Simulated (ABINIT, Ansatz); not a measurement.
## PbS (Galena): G0W0 on several meshes in ABINIT

How does the mesh move the gap of PbS (Galena)?

Calculated with ABINIT 10.8.3; PBE and many-body steps on it, plane waves.

This is a report of a sequence of runs, with most program output left out.

The database entry behind the starting cell differs from later determinations by our own check (about 0.1 % short), so it need not match the best structure at ambient conditions.

## Step 1: The structure

The structure is cubic, space group Fm-3m (No. 225). The conventional cell has a = 5.931 Å, b = 5.931 Å, c = 5.931 Å, α = 90.00°, β = 90.00°, γ = 90.00°. Pb has 6 S at 2.97 Å nearest. Nearest to S lie 6 Pb at 2.97 Å. Farther neighbours and most contacts between anions are not listed.

The cell and positions come from the Crystallography Open Database and are kept as given unless a step says otherwise. Spin-orbit coupling is left out unless a step names it.

## Step 2: Empty states on the mesh, 6×6×6 mesh, 357 bands

This step: ABINIT 10.8.3; DFT, PBE, plane waves, norm-conserving pseudopotentials.

The sums over transitions need many empty states on a uniform mesh; this step solves for them.

run.abi reads:

```
acell 3*1.0 Angstrom
rprim 
  0.000000000000 2.965750000000 2.965750000000
  2.965750000000 -0.000000000000 2.965750000000
  2.965750000000 2.965750000000 0.000000000000
ntypat 2
znucl 82 16
natom 2
typat 1 2
xred 
  0.000000000000 0.000000000000 0.000000000000
  0.500000000000 0.500000000000 0.500000000000
pp_dirpath "pseudos"
pseudos "Pb.upf, S.upf"
ecut 32
ngkpt 6 6 6
nshiftk 1
shiftk 0 0 0
kptopt 1
chksymbreak 0
irdden 1
istwfk *1
nband 357
prtvol 0
optdriver 6
gwr_task "HDIAGO"
paral_kgb 0
occopt 1
indata_prefix "in"
outdata_prefix "out"
tmpdata_prefix "tmp"
```

Started as:

```bash
OMP_NUM_THREADS=1 mpirun -n 8 abinit run.abi > log
```

Wall time 58 s (8 MPI ranks of Arm Neoverse V1, shared host); peak memory 4.5 GiB; 7.7 min of CPU time.

Numbers from this step:

| Property | Result |
| --- | --- |
| gap | 0.3621 eV |
| k of the valence top | 0.5, 0, 0 |
| k of the conduction bottom | 0.5, 0, 0 |
| least direct gap | 0.3621 eV |
| k points computed | 16 |
| lowest point of the top converged band, above the valence top | 187.0895 eV |

On this mesh the gap is 0.362 eV.

The density comes from a self-consistent run that is not shown.

## Step 3: Screening, 6×6×6 mesh, 150 bands, screening to 176.9 eV

The RPA dielectric matrix is built and inverted for each q.

This step: RPA screening on PBE, plane waves, norm-conserving pseudopotentials.

run.abi: that of step 2 with these lines changed.

```diff
@@ -20,10 +20,11 @@
 chksymbreak 0
-irdden 1
 istwfk *1
-nband 357
-prtvol 0
-optdriver 6
-gwr_task "HDIAGO"
-paral_kgb 0
 occopt 1
+irdwfk 1
+optdriver 3
+nband 150
+ecuteps 6.5
+inclvkb 2
+awtr 1
+symchi 1
 indata_prefix "in"
```

The job ended after 3.7 min (8 MPI ranks; peak memory 2.8 GiB; 30 min of CPU time).

This step gave:

| Quantity | Value |
| --- | --- |
| ε∞ with local fields, on this mesh, along the program's q direction | 31.07 |
| the same without local fields | 33.12 |
| plasma frequency | 27.20 eV |
| plane waves in the screening matrix | 283 |

Local fields lower ε∞ by 6 %.

## Step 4: 6×6×6

The self-energy is evaluated for the states that the input lists, and the levels follow from it, in one-shot runs by the linearised quasiparticle equation.

This step: G0W0 on PBE, plane waves, norm-conserving pseudopotentials.

run.abi: that of step 3 with these lines changed.

```diff
@@ -23,8 +23,17 @@
 irdwfk 1
-optdriver 3
+optdriver 4
 nband 150
+gwcalctyp 0
+ecutsigx 32
+symsigma 1
+nkptgw 2
+kptgw 
+  0.5000000000 0.0000000000 0.0000000000
+  0.0000000000 0.0000000000 0.0000000000
+bdgw 
+  12 17
+  12 17
 ecuteps 6.5
-inclvkb 2
-awtr 1
-symchi 1
+irdscr 1
+ppmodel 1
 indata_prefix "in"
```

Wall time 26 s (8 MPI ranks); peak memory 2.7 GiB; 3.4 min of CPU time.

Numbers from this step:

```
G0W0 gap on the points computed              : 0.6470 eV
starting gap on the mesh                     : 0.3621 eV
k of the valence top                         : 0.5, 0, 0
k of the conduction bottom                   : 0.5, 0, 0
Z at the valence top                         : 0.784
Z at the conduction bottom                   : 0.808
least direct G0W0 gap on the computed points : 0.6470 eV
```

The gap on the mesh goes from 0.36 eV to 0.65 eV, a correction of +0.28 eV.

## Step 5: Empty states on the mesh, 4×4×4 mesh, 158 bands

This step: DFT, PBE, plane waves, norm-conserving pseudopotentials.

run.abi: that of step 4 with these lines changed.

```diff
@@ -15,3 +15,3 @@
 ecut 32
-ngkpt 6 6 6
+ngkpt 4 4 4
 nshiftk 1
@@ -20,20 +20,10 @@
 chksymbreak 0
+irdden 1
 istwfk *1
+nband 158
+prtvol 0
+optdriver 6
+gwr_task "HDIAGO"
+paral_kgb 0
 occopt 1
-irdwfk 1
-optdriver 4
-nband 150
-gwcalctyp 0
-ecutsigx 32
-symsigma 1
-nkptgw 2
-kptgw 
-  0.5000000000 0.0000000000 0.0000000000
-  0.0000000000 0.0000000000 0.0000000000
-bdgw 
-  12 17
-  12 17
-ecuteps 6.5
-irdscr 1
-ppmodel 1
 indata_prefix "in"
```

Elapsed: 29 s, on 8 MPI ranks; peak memory 4.5 GiB; 3.9 min of CPU time.

This step gave:

| Property | Result |
| --- | --- |
| gap | 0.3621 eV |
| k of the valence top | 0.5, 0, 0 |
| k of the conduction bottom | 0.5, 0, 0 |
| least direct gap | 0.3621 eV |
| k points computed | 8 |
| lowest point of the top converged band, above the valence top | 97.3208 eV |

On this mesh the gap is 0.362 eV.

## Step 6: Screening, 4×4×4 mesh, 150 bands, screening to 176.9 eV

This step: RPA screening on PBE, plane waves, norm-conserving pseudopotentials.

run.abi: that of step 5 with these lines changed.

```diff
@@ -20,10 +20,11 @@
 chksymbreak 0
-irdden 1
 istwfk *1
-nband 158
-prtvol 0
-optdriver 6
-gwr_task "HDIAGO"
-paral_kgb 0
 occopt 1
+irdwfk 1
+optdriver 3
+nband 150
+ecuteps 6.5
+inclvkb 2
+awtr 1
+symchi 1
 indata_prefix "in"
```

Elapsed: 33 s, on 8 MPI ranks; peak memory 1.7 GiB.

This step gave:

- ε∞ with local fields, on this mesh, along the program's q direction: 71.22
- the same without local fields: 77.89
- plasma frequency: 27.20 eV
- plane waves in the screening matrix: 283

## Step 7: 4×4×4

This step: G0W0 on PBE, plane waves, norm-conserving pseudopotentials.

run.abi: that of step 6 with these lines changed.

```diff
@@ -23,8 +23,17 @@
 irdwfk 1
-optdriver 3
+optdriver 4
 nband 150
+gwcalctyp 0
+ecutsigx 32
+symsigma 1
+nkptgw 2
+kptgw 
+  0.5000000000 0.0000000000 0.0000000000
+  0.0000000000 0.0000000000 0.0000000000
+bdgw 
+  12 17
+  12 17
 ecuteps 6.5
-inclvkb 2
-awtr 1
-symchi 1
+irdscr 1
+ppmodel 1
 indata_prefix "in"
```

It took 13 s on 8 MPI ranks; peak memory 1.6 GiB.

This step gave:

```yaml
g0w0_gap_on_the_points_computed: 0.5910 eV
starting_gap_on_the_mesh: 0.3621 eV
k_of_the_valence_top: 0.5, 0, 0
k_of_the_conduction_bottom: 0.5, 0, 0
z_at_the_valence_top: 0.782
z_at_the_conduction_bottom: 0.806
least_direct_g0w0_gap_on_the_computed_points: 0.5910 eV
```

Against G0W0 in ABINIT (6×6×6 mesh, 150 bands, screening to 176.9 eV, Godby-Needs plasmon pole), the gap moves by −0.056 eV.

## Step 8: The runs together

Times are wall times on 8 MPI ranks of Arm Neoverse V1, shared host, good to a factor of about two. A run's time includes the screening step that it read.

```
  run   mesh  bands  screening cutoff (eV)  DFT gap (eV)  gap on the mesh (eV)  direct (eV)  ε∞ used     time
6×6×6  6×6×6    150                  176.9         0.362                 0.647        0.647    31.07  4.1 min
4×4×4  4×4×4    150                  176.9         0.362                 0.591        0.591    71.22     45 s
```

## Step 9: Results

```yaml
6x6x6: 0.647 eV
4x4x4: 0.591 eV
known_limits: not at the basis limit; model gap, bands may invert with spin-orbit coupling; mesh may overstate the screening; no spin-orbit coupling; coarse k mesh
```

**Reading.** 4×4×4: −0.056 eV against 6×6×6. Bands and cutoff are finite, so the gap is not at the basis limit. The miss can reach some tenths of an eV and take either sign; the mesh is an error of its own. In the first G0W0 run levels were corrected at 2 k points alone, so a gap called «on the mesh» is the least over those, and an edge elsewhere would be missed. Where an edge is built on 6p states of lead, bismuth or thallium, scalar-relativistic gaps usually stand too wide, by a few tenths to over one eV. With atoms this heavy and so narrow a gap, spin-orbit coupling can invert the bands. These scalar-relativistic gaps are then model values, not to be set against experiment, and a spin-orbit change taken from DFT can't simply be added. The RPA ε∞ on this mesh reaches over 25; with a narrow direct gap a coarse mesh can overstate it, and the correction is then too small.

[Paths, hosts, dates, memory and timing lines, banners, echoed tables and standing remarks are left out of the program output.]

[Logs are printed without paths, hosts, clocks, repeated set-up lines and the standing remarks that a program may print on its own settings, such as how far it seeks lower states.]

[Runs of the session that timed out or met a known fault of the program may be left out.]

[No measured gap is set beside runs whose start may be inverted or whose files or cutoffs have a known fault.]

[Hosts, paths, dates, database ids (printed as entryN), source tags and the programs' standing remarks are cut or masked in the printed files.]

[G0W0 gaps are taken among the corrected bands and points alone; a level outside them can change the order at an edge.]

[Where Ansatz stands beside ABINIT at settings called matched, ABINIT's density can come from a denser mesh and the files from another edition; pairs whose starting gaps differed by over 0.03 eV were left out, so agreement reads better than it is.]
